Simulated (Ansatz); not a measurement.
## Dielectric function and optical constants of IF (model structure)

What colour and refractive index does IF (model structure) have at this level of theory? The structure is a model built here, which may or may not match a known phase. It was built so: All Br replaced by I and Cl replaced by F in the Cmc2_1 structure of BrCl.

Calculated with Ansatz 0.2.0; DFT, PBE, plane-wave PAW, default files, scalar-relativistic, independent-particle optical response without local fields.

**1. Starting point**

It takes space group Cmc2_1 (No. 36, orthorhombic). The conventional cell has a = 7.202 Å, b = 4.500 Å, c = 6.997 Å, α = 90.00°, β = 90.00°, γ = 90.00°. I has 2 F at 2.13 to 2.20 Å nearest. F has 2 I at 2.13 to 2.20 Å nearest. All Br replaced by I and Cl replaced by F in the Cmc2_1 structure of BrCl. Farther neighbours and most contacts between anions are not listed.

**2. Relaxation**

The structure was built or cut out here, so it is relaxed before any spectrum is computed.

This step: DFT, PBE, plane-wave PAW, default files, scalar-relativistic, relaxation (Ansatz 0.2.0).

input.yaml reads:

```yaml
crystal:
  lattice:
    - [3.60122275, -2.24996713, 0.0]
    - [3.60122275, 2.24996713, 0.0]
    - [0.0, 0.0, 6.99673436]
  atoms:
    - { symbol: I, position: [0.993857, 0.006143, 0.126524] }
    - { symbol: I, position: [0.006143, 0.993857, 0.626524] }
    - { symbol: F, position: [0.282506, 0.717494, 0.873476] }
    - { symbol: F, position: [0.717494, 0.282506, 0.373476] }
kpoints:
  mp_grid: { grid: [6, 6, 3] }
scf:
  occupations: { method: fermi_dirac, width: 0.05 }
hamiltonian:
  xc: pbe
  pseudopotentials: { kind: paw }
output:
  forces: true
  stress: true
relax:
  f_tol: 0.02
  max_steps: 50
  cell: {}
```

On the command line:

```sh
ansatz run input.yaml --threads 2 --pin off --max-ram 5120MiB --backend cpu --events-out ev --progress --plain --runs-dir out
```

Numbers of over 12 decimals in the logs are rounded to 6 here.

The program printed:

```text
Engine: ansatz 0.2.0, aarch64-unknown-linux-gnu
Pseudopotentials: kind: paw
Pseudopotential: I, paw, valence charge 17, recommended cutoff 420 eV (normal), I.paw.azcp
Pseudopotential: F, paw, valence charge 7, recommended cutoff 420 eV (normal), F.paw.azcp
Functional definition: PBE
  parameter kappa = 0.804
  parameter beta = 0.066725
  exchange = pbe_x(kappa = kappa, mu = beta*pi^2/3)
  correlation = pbe_c(beta = beta)
Crystal: 4 atoms, lattice volume = 113.384 Å³
Basis set: ecut = 420 eV, 2217 PW (Γ), exchange–correlation on 60×60×96 points (8 copies of the dense FFT grid, shifted against one another)
Bands: 29, of which v1, the nominal top of the filled ones, is band 24 counted from 1 (23 counted from 0)
Symmetry: 4 space group operations
Space group: Cmc21 (ITA 36), of the structure as read, at distance tolerance 4.8e-5 Å
k-points: 26 of 108 (time reversal used)
Non-local potential: I, projectors of the file, l = 0: 2, l = 1: 2, l = 2: 2, l = 3: 2
Non-local potential: F, projectors of the file, l = 0: 2, l = 1: 2, l = 2: 1
PAW form: soft (Blöchl's): semilocal exchange-correlation on the pseudo side does not see the compensation charge
PAW one-centre angular grid: I, 590 points (default); XC on 64 Gauss nodes
PAW one-centre angular grid: F, 110 points (default); XC on 64 Gauss nodes
Initial density: superposition of atomic densities (neutral atoms: chi_scale 0, normalization atom), corrected by the library's trained network
Initial wavefunctions: pseudopotential atomic-orbital guess
Functional: x = pbe(κ = 0.804, μ = 0.219515), c = pbe(β = 0.066725)
SCF iter   1: F=—  HF=-16639.635308 eV  |F-HF|=—  |Δ(HF+E_count)|=         —  Δρ=7.17e-3  dr2=6.62e-2  ethr=1.77e-3  ⟨swp⟩=7.3  Hψ=4095  notcnv=0
preconditioner: auto → Resta (q_TF=auto, 2.364 Å⁻¹)  ε∞=3.7  [insulator: Δε(μ)=0.619 eV  Ē_g=10.394 eV  σ=0.050 eV  W_gap=1.00  n_scr=22 (ndim 8)  ℏωp=17.1 eV  f_vac=0.188  D(μ)=0.00/eV (n_scr^D=0)  ε∞_Penn≈3.7]
SCF iter   2: F=—  HF=-16639.618042 eV  |F-HF|=—  |Δ(HF+E_count)|=   1.73e-2  Δρ=3.74e-3  dr2=1.27e-2  ethr=1.38e-4  ⟨swp⟩=2.1  Hψ=1304  notcnv=0
SCF iter   3: F=—  HF=-16639.615106 eV  |F-HF|=—  |Δ(HF+E_count)|=   2.94e-3  Δρ=1.45e-3  dr2=4.05e-3  ethr=2.65e-5  ⟨swp⟩=2.0  Hψ=1048  notcnv=0
SCF iter   4: F=—  HF=-16639.614128 eV  |F-HF|=—  |Δ(HF+E_count)|=   9.78e-4  Δρ=3.23e-4  dr2=1.08e-4  ethr=8.43e-6  ⟨swp⟩=2.0  Hψ=1066  notcnv=0
SCF iter   5: F=—  HF=-16639.614200 eV  |F-HF|=—  |Δ(HF+E_count)|=   7.21e-5  Δρ=9.88e-5  dr2=1.34e-5  ethr=2.26e-7  ⟨swp⟩=2.5  Hψ=1279  notcnv=0
SCF iter   6: F=—  HF=-16639.614275 eV  |F-HF|=—  |Δ(HF+E_count)|=   7.49e-5  Δρ=2.31e-5  dr2=7.03e-7  ethr=2.80e-8  ⟨swp⟩=2.8  Hψ=1365  notcnv=0
SCF iter   7: F=-16639.614277 eV  HF=-16639.614277 eV  |F-HF|=7.43e-8  |Δ(HF+E_count)|=   1.20e-6  Δρ=5.19e-6  dr2=3.48e-8  ethr=2.08e-10  ⟨swp⟩=5.0  Hψ=2747  notcnv=0
SCF 1 converged in 7 iterations: F = -16639.614277 eV  dr2 = 3.48e-8
  greatest PAW one-centre occupation: 0.999 electrons in one spin orbital (limit 2), on the I atom at site 0 (counted from 0), in its partial waves of l = 2
relax step   1: F+E_penalty+E_count = -16639.61427660 eV  Δ(F+E_penalty+E_count) = +0.000e0 eV  max|allowed force component| = 9.009e-2 eV/Å  Δτ_max = 0.0000 Å  P = +2.162 GPa  Ω = 113.384 Å³  (7 SCF iters, dr2 threshold 1.00e-7 eV, accepted)
Crystal: 4 atoms, lattice volume = 122.353 Å³
Basis set: ecut = 420 eV, 2387 PW (Γ), exchange–correlation on 60×60×96 points (8 copies of the dense FFT grid, shifted against one another)
Initial density: handed on by an earlier stage of this run
Initial wavefunctions: those handed on with the density
iter 1 solved again at ethr=3.52e-4 eV; its pass at ethr=3.10e-3 eV (dr2=1.69e-1 eV) is discarded
SCF iter   1: F=—  HF=-16639.755953 eV  |F-HF|=—  |Δ(HF+E_count)|=         —  Δρ=1.47e-2  dr2=1.70e-1  ethr=3.52e-4  ⟨swp⟩=1.7  Hψ=4711  notcnv=0
preconditioner: auto → Resta (q_TF=auto, 2.334 Å⁻¹)  ε∞=3.6  [insulator: Δε(μ)=0.601 eV  Ē_g=10.277 eV  σ=0.050 eV  W_gap=1.00  n_scr=22 (ndim 8)  ℏωp=16.4 eV  f_vac=0.236  D(μ)=0.01/eV (n_scr^D=0)  ε∞_Penn≈3.6]
SCF iter   2: F=—  HF=-16639.717897 eV  |F-HF|=—  |Δ(HF+E_count)|=   3.81e-2  Δρ=7.25e-3  dr2=3.04e-2  ethr=3.52e-4  ⟨swp⟩=2.5  Hψ=1143  notcnv=0
SCF iter   3: F=—  HF=-16639.712975 eV  |F-HF|=—  |Δ(HF+E_count)|=   4.92e-3  Δρ=2.86e-3  dr2=7.03e-3  ethr=6.33e-5  ⟨swp⟩=2.0  Hψ=1404  notcnv=0
SCF iter   4: F=—  HF=-16639.712023 eV  |F-HF|=—  |Δ(HF+E_count)|=   9.52e-4  Δρ=6.91e-4  dr2=4.84e-4  ethr=1.46e-5  ⟨swp⟩=2.0  Hψ=929  notcnv=0
SCF iter   5: F=—  HF=-16639.712225 eV  |F-HF|=—  |Δ(HF+E_count)|=   2.02e-4  Δρ=1.40e-4  dr2=1.83e-5  ethr=1.01e-6  ⟨swp⟩=2.0  Hψ=1115  notcnv=0
SCF iter   6: F=—  HF=-16639.712463 eV  |F-HF|=—  |Δ(HF+E_count)|=   2.38e-4  Δρ=4.21e-5  dr2=2.09e-6  ethr=3.82e-8  ⟨swp⟩=2.0  Hψ=1379  notcnv=0
SCF iter   7: F=-16639.712464 eV  HF=-16639.712464 eV  |F-HF|=1.60e-7  |Δ(HF+E_count)|=   1.60e-6  Δρ=1.03e-5  dr2=1.23e-7  ethr=8.33e-10  ⟨swp⟩=5.0  Hψ=3042  notcnv=0
SCF 2 converged in 7 iterations: F = -16639.712464 eV  dr2 = 1.23e-7
relax step   2: F+E_penalty+E_count = -16639.71246426 eV  Δ(F+E_penalty+E_count) = -9.819e-2 eV  max|allowed force component| = 1.672e-1 eV/Å  Δτ_max = 0.1040 Å  P = +0.114 GPa  Ω = 122.353 Å³  energy of the carried Pulay correction = -1.219e-2 eV  (7 SCF iters, dr2 threshold 4.00e-7 eV, accepted)
Crystal: 4 atoms, lattice volume = 126.757 Å³
Basis set: ecut = 420 eV, 2495 PW (Γ), exchange–correlation on 60×60×96 points (8 copies of the dense FFT grid, shifted against one another)
iter 1 solved again at ethr=1.60e-4 eV; its pass at ethr=3.10e-3 eV (dr2=7.70e-2 eV) is discarded
SCF iter   1: F=—  HF=-16639.747854 eV  |F-HF|=—  |Δ(HF+E_count)|=         —  Δρ=1.12e-2  dr2=7.95e-2  ethr=1.60e-4  ⟨swp⟩=2.0  Hψ=4293  notcnv=0
preconditioner: auto → Resta (q_TF=auto, 2.321 Å⁻¹)  ε∞=3.5  [insulator: Δε(μ)=0.653 eV  Ē_g=10.220 eV  σ=0.050 eV  W_gap=1.00  n_scr=22 (ndim 8)  ℏωp=16.2 eV  f_vac=0.256  D(μ)=0.00/eV (n_scr^D=0)  ε∞_Penn≈3.5]
SCF iter   2: F=—  HF=-16639.729467 eV  |F-HF|=—  |Δ(HF+E_count)|=   1.84e-2  Δρ=5.13e-3  dr2=1.36e-2  ethr=1.60e-4  ⟨swp⟩=2.1  Hψ=1131  notcnv=0  defer=1
SCF iter   3: F=—  HF=-16639.727547 eV  |F-HF|=—  |Δ(HF+E_count)|=   1.92e-3  Δρ=2.04e-3  dr2=2.95e-3  ethr=2.84e-5  ⟨swp⟩=2.2  Hψ=1157  notcnv=0
SCF iter   4: F=—  HF=-16639.727128 eV  |F-HF|=—  |Δ(HF+E_count)|=   4.19e-4  Δρ=5.15e-4  dr2=1.84e-4  ethr=6.14e-6  ⟨swp⟩=2.0  Hψ=996  notcnv=0
SCF iter   5: F=—  HF=-16639.727505 eV  |F-HF|=—  |Δ(HF+E_count)|=   3.77e-4  Δρ=8.27e-5  dr2=7.13e-6  ethr=3.84e-7  ⟨swp⟩=2.0  Hψ=1264  notcnv=0
[...]
relax step   9: F+E_penalty+E_count = -16639.76300995 eV  Δ(F+E_penalty+E_count) = +1.875e-3 eV  max|allowed force component| = 8.225e-3 eV/Å  Δτ_max = 0.0028 Å  P = +0.002 GPa  Ω = 140.203 Å³  energy of the carried Pulay correction = -2.704e-2 eV  (6 SCF iters, dr2 threshold 3.26e-8 eV, accepted)
relax step  10: F+E_penalty+E_count = -16639.79491792 eV  Δ(F+E_penalty+E_count) = -3.191e-2 eV  max|allowed force component| = 8.184e-3 eV/Å  Δτ_max = 0.0000 Å  P = +0.109 GPa  Ω = 140.203 Å³  stress off target by 2.26e-1 GPa  SCF on the basis re-selected at this cell (its energy is not comparable with the rows above)  (9 SCF iters)
relax step  11: F+E_penalty+E_count = -16639.79318197 eV  Δ(F+E_penalty+E_count) = +1.736e-3 eV  max|allowed force component| = 7.371e-3 eV/Å  Δτ_max = 0.0037 Å  P = +0.047 GPa  Ω = 143.489 Å³  energy of the carried Pulay correction = -4.678e-3 eV  (6 SCF iters, dr2 threshold 1.27e-7 eV, accepted)
relax step  12: F+E_penalty+E_count = -16639.78854769 eV  Δ(F+E_penalty+E_count) = +4.634e-3 eV  max|allowed force component| = 9.823e-3 eV/Å  Δτ_max = 0.0149 Å  P = +0.028 GPa  Ω = 146.707 Å³  energy of the carried Pulay correction = -1.000e-2 eV  (7 SCF iters, dr2 threshold 2.33e-8 eV, accepted)
relax step  13: F+E_penalty+E_count = -16639.78885361 eV  Δ(F+E_penalty+E_count) = -3.059e-4 eV  max|allowed force component| = 3.196e-4 eV/Å  Δτ_max = 0.0042 Å  P = +0.001 GPa  Ω = 146.616 Å³  energy of the carried Pulay correction = -9.783e-3 eV  (6 SCF iters, dr2 threshold 1.79e-8 eV, accepted)
relax step  14: F+E_penalty+E_count = -16639.80020572 eV  Δ(F+E_penalty+E_count) = -1.135e-2 eV  max|allowed force component| = 7.729e-4 eV/Å  Δτ_max = 0.0000 Å  P = +0.046 GPa  Ω = 146.616 Å³  stress off target by 1.19e-1 GPa  SCF on the basis re-selected at this cell (its energy is not comparable with the rows above)  (8 SCF iters)
relax step  15: F+E_penalty+E_count = -16639.79760995 eV  Δ(F+E_penalty+E_count) = +2.596e-3 eV  max|allowed force component| = 5.346e-3 eV/Å  Δτ_max = 0.0052 Å  P = +0.007 GPa  Ω = 149.394 Å³  energy of the carried Pulay correction = -3.688e-3 eV  (6 SCF iters, dr2 threshold 3.56e-8 eV, accepted)
relax step  16: F+E_penalty+E_count = -16639.79637578 eV  Δ(F+E_penalty+E_count) = +1.234e-3 eV  max|allowed force component| = 5.052e-3 eV/Å  Δτ_max = 0.0009 Å  P = -0.004 GPa  Ω = 150.282 Å³  energy of the carried Pulay correction = -5.007e-3 eV  (8 SCF iters, accepted)
relax step  17: F+E_penalty+E_count = -16639.80184148 eV  Δ(F+E_penalty+E_count) = -5.466e-3 eV  max|allowed force component| = 5.055e-3 eV/Å  Δτ_max = 0.0000 Å  P = +0.019 GPa  Ω = 150.282 Å³  stress off target by 7.13e-2 GPa  SCF on the basis re-selected at this cell (its energy is not comparable with the rows above)  (8 SCF iters)
relax step  18: F+E_penalty+E_count = -16639.80080461 eV  Δ(F+E_penalty+E_count) = +1.037e-3 eV  max|allowed force component| = 1.009e-4 eV/Å  Δτ_max = 0.0012 Å  P = +0.010 GPa  Ω = 151.387 Å³  energy of the carried Pulay correction = -1.450e-3 eV  (6 SCF iters, dr2 threshold 1.27e-8 eV, accepted)
relax step  19: F+E_penalty+E_count = -16639.79974035 eV  Δ(F+E_penalty+E_count) = +1.064e-3 eV  max|allowed force component| = 2.641e-3 eV/Å  Δτ_max = 0.0007 Å  P = -0.002 GPa  Ω = 152.228 Å³  energy of the carried Pulay correction = -2.603e-3 eV  (8 SCF iters, accepted)
iter 1 solved again at ethr=2.55e-7 eV; its pass at ethr=3.10e-3 eV (dr2=1.22e-4 eV) is discarded
SCF iter   1: F=—  HF=-16639.792154 eV  |F-HF|=—  |Δ(HF+E_count)|=         —  Δρ=3.35e-4  dr2=7.34e-6  ethr=2.55e-7  ⟨swp⟩=3.0  Hψ=5780  notcnv=0
preconditioner: auto → Resta (q_TF=auto, 2.251 Å⁻¹)  ε∞=3.2  [insulator: Δε(μ)=0.849 eV  Ē_g=9.977 eV  σ=0.050 eV  W_gap=1.00  n_scr=34 (ndim 8)  ℏωp=14.7 eV  f_vac=0.371  D(μ)=0.00/eV (n_scr^D=0)  ε∞_Penn≈3.2]
SCF iter   2: F=—  HF=-16639.799201 eV  |F-HF|=—  |Δ(HF+E_count)|=   7.05e-3  Δρ=1.66e-4  dr2=1.95e-6  ethr=1.53e-8  ⟨swp⟩=3.1  Hψ=1361  notcnv=0
SCF iter   3: F=—  HF=-16639.802042 eV  |F-HF|=—  |Δ(HF+E_count)|=   2.84e-3  Δρ=6.98e-5  dr2=3.12e-7  ethr=4.06e-9  ⟨swp⟩=2.3  Hψ=1140  notcnv=0
SCF iter   4: F=—  HF=-16639.802718 eV  |F-HF|=—  |Δ(HF+E_count)|=   6.76e-4  Δρ=6.50e-6  dr2=3.13e-8  ethr=6.49e-10  ⟨swp⟩=2.0  Hψ=1121  notcnv=0
SCF iter   5: F=—  HF=-16639.802721 eV  |F-HF|=—  |Δ(HF+E_count)|=   2.89e-6  Δρ=1.18e-6  dr2=3.68e-9  ethr=6.52e-11  ⟨swp⟩=2.0  Hψ=1034  notcnv=0
SCF iter   6: F=—  HF=-16639.802721 eV  |F-HF|=—  |Δ(HF+E_count)|=   3.00e-8  Δρ=4.17e-7  dr2=6.27e-10  ethr=7.66e-12  ⟨swp⟩=2.0  Hψ=977  notcnv=0
SCF iter   7: F=—  HF=-16639.802721 eV  |F-HF|=—  |Δ(HF+E_count)|=   1.75e-9  Δρ=1.53e-7  dr2=8.96e-11  ethr=1.31e-12  ⟨swp⟩=2.0  Hψ=975  notcnv=0
SCF iter   8: F=-16639.802721 eV  HF=-16639.802721 eV  |F-HF|=1.09e-11  |Δ(HF+E_count)|=  2.69e-10  Δρ=3.65e-8  dr2=4.78e-12  ethr=1.00e-12  ⟨swp⟩=5.0  Hψ=2593  notcnv=0
SCF 20 converged in 8 iterations: F = -16639.802721 eV  dr2 = 4.78e-12
relax step  20: F+E_penalty+E_count = -16639.80272087 eV  Δ(F+E_penalty+E_count) = -2.981e-3 eV  max|allowed force component| = 2.642e-3 eV/Å  Δτ_max = 0.0000 Å  P = +0.011 GPa  Ω = 152.228 Å³  stress off target by 4.76e-2 GPa  SCF on the basis re-selected at this cell (its energy is not comparable with the rows above)  (8 SCF iters)
basis re-selected at this cell: Δ(F+E_penalty+E_count) = -2.981e-3 eV, ΔP = +0.013 GPa vs the last step (what re-selecting the basis moved, of the pressure what is left beyond the Pulay correction that the steps carried, after the strain that the cell walked since its last selection, with what the two solves' SCF thresholds leave and, on support functions, any second-order correction that the steps lacked; it is no m [...]
SCF converged after 8 iterations
Free energy (F): -16639.802721 eV
Harris-Foulkes:  -16639.802721 eV  (|F-HF|=1.09e-11)
Internal energy: -16639.802703 eV  (E = F + TS)
E sigma→0 (E₀):  -16639.802712 eV
Entropy (-TS):   -0.000018 eV (-0.005 meV/atom)
Fermi energy:    1.170566 eV
--- Per-component energies (eV) ---
  E_band       = -1061.348667
  E_kinetic    = 786.229259
  E_local      = -6698.497999  (includes V_loc(G=0)·N_el)
  E_nonlocal   = -39.205705
  E_hartree    = 3150.905803
  E_xc         = -413.497066
  E_vxc        = -458.359469  (∫ρ·V_xc dr)
  E_paw        = -10026.482880  (= ΣΔE_a)
  E_vpaw       = -953.330339  (= ΣTr[D̂ρ^β])
  E_aug_tail   = 0.004116  (compensation charges beyond the density's cutoff)
  E_ewald      = -3399.258230
  E_smearing   = -0.000018  (= −TS)
  E_closure    = 0.000000  (closes the sum)
  Σ components = -16639.802721   (vs F -16639.802721, Δ=0.00e0)
--- Forces (eV/Å), atoms counted from 1 ---
  atom   1  I      0.00000000     0.00109990     0.00264199
  atom   2  I      0.00000000    -0.00109990     0.00264199
  atom   3  F      0.00000000     0.00036151    -0.00264215
  atom   4  F      0.00000000    -0.00036151    -0.00264215
  max |Σ_I F_I| component: 3.15e-7 eV/Å
--- Stress (GPa, compression-positive) ---
        0.047602       0.000000       0.000000
        0.000000      -0.014177       0.000000
        0.000000       0.000000      -0.000704
  P = ⅓ Tr σ = 0.0109 GPa (0.109 kbar)
--- Relaxed structure (15 steps of the walk, 15 accepted, 5 SCFs on fresh bases) ---
  F+E_penalty+E_count = -16639.80272087 eV   max|allowed force component| = 2.642e-3 eV/Å   (the final SCF, on the basis selected at the relaxed cell)
  cell:  # Å, volume = 152.2277 Å³
    - [4.110118, -2.407927, 1.4423161490798422e-16]
    - [4.110118, 2.407927, 1.4423161490798417e-16]
    - [2.8022434763997356e-16, 0, 7.690705]
  atoms:
    - { symbol: I, position: [1.000085, -8.522794286381234e-5, 0.124933] }
    - { symbol: I, position: [-8.522794286382939e-5, 1.000085, 0.624933] }
    - { symbol: F, position: [0.210372, 0.789628, 0.875067] }
    - { symbol: F, position: [0.789628, 0.210372, 0.375067] }
```

It took 76 s on 2 threads of Arm Neoverse V2, shared host; peak memory 0.4 GiB; 2.5 min of CPU time.

The steps of the relaxation:

| step | energy less that of the first step (eV) | largest force component (eV/Å) | pressure (GPa) | volume (Å³) |
| --- | --- | --- | --- | --- |
| 1 | 0.0000 | 0.0901 | 2.16 | 113.38 |
| 2 | -0.0982 | 0.1672 | 0.11 | 122.35 |
| 3 | -0.1132 | 0.0747 | -0.18 | 126.76 |
| 4 | -0.1147 | 0.0563 | -0.02 | 127.30 |
| 5 | -0.1164 | 0.0009 | -0.01 | 127.15 |
| 6* | -0.1562 | 0.0019 | 0.53 | 127.15 |
| 7 | -0.1607 | 0.0379 | 0.10 | 132.96 |
| 8 | -0.1506 | 0.0142 | 0.04 | 139.31 |
| 9 | -0.1487 | 0.0082 | 0.00 | 140.20 |
| 10* | -0.1806 | 0.0082 | 0.11 | 140.20 |
| 11 | -0.1789 | 0.0074 | 0.05 | 143.49 |
| 12 | -0.1743 | 0.0098 | 0.03 | 146.71 |
| 13 | -0.1746 | 0.0003 | 0.00 | 146.62 |
| 14* | -0.1859 | 0.0008 | 0.05 | 146.62 |
| 15 | -0.1833 | 0.0053 | 0.01 | 149.39 |
| 16 | -0.1821 | 0.0051 | 0.00 | 150.28 |
| 17* | -0.1876 | 0.0051 | 0.02 | 150.28 |
| 18 | -0.1865 | 0.0001 | 0.01 | 151.39 |
| 19 | -0.1855 | 0.0026 | 0.00 | 152.23 |
| 20* | -0.1884 | 0.0026 | 0.01 | 152.23 |

Relaxation steps marked * repeat the geometry before them on a plane-wave basis chosen anew for their cell, so energy and pressure can jump there.

Forces are held to the 4 operations that the run works with; a distortion that breaks them can't arise in this run.

| cell as run | before | after | change |
| --- | --- | --- | --- |
| a (Å) | 4.246 | 4.764 | +12.2 % |
| b (Å) | 4.246 | 4.764 | +12.2 % |
| c (Å) | 6.997 | 7.691 | +9.9 % |
| γ (°) | 63.99 | 60.73 | -5.1 % |
| volume (Å³/atom) | 28.35 | 38.06 | +34.3 % |

The atoms that moved most (Å, as changes of fractional coordinates times the final cell):

| atom | dx | dy | dz | length |
| --- | --- | --- | --- | --- |
| F4 | 0.000 | -0.347 | 0.012 | 0.348 |
| F3 | 0.000 | 0.347 | 0.012 | 0.348 |
| I1 | 0.000 | -0.030 | -0.012 | 0.032 |
| I2 | 0.000 | 0.030 | -0.012 | 0.032 |

The relaxed structure:

```xyz
4
Lattice="4.1101 -2.4079 0.0000 4.1101 2.4079 0.0000 0.0000 0.0000 7.6907" Properties=species:S:1:pos:R:3 pbc="T T T"
I     4.1101   -2.4083    0.9608
I     4.1101    2.4083    4.8062
F     4.1101    1.3948    6.7299
F     4.1101   -1.3948    2.8845
```

The relaxation ends with a largest force component of 0.0026 eV/Å and a pressure of 0.01 GPa.

[end of part 1 of 3]

[Logs are printed without paths, hosts, clocks, repeated set-up lines and the standing remarks that a program may print on its own settings, such as how far it seeks lower states.]

[Hosts, paths, dates, database ids (printed as entryN), source tags and the programs' standing remarks are cut or masked in the printed files.]
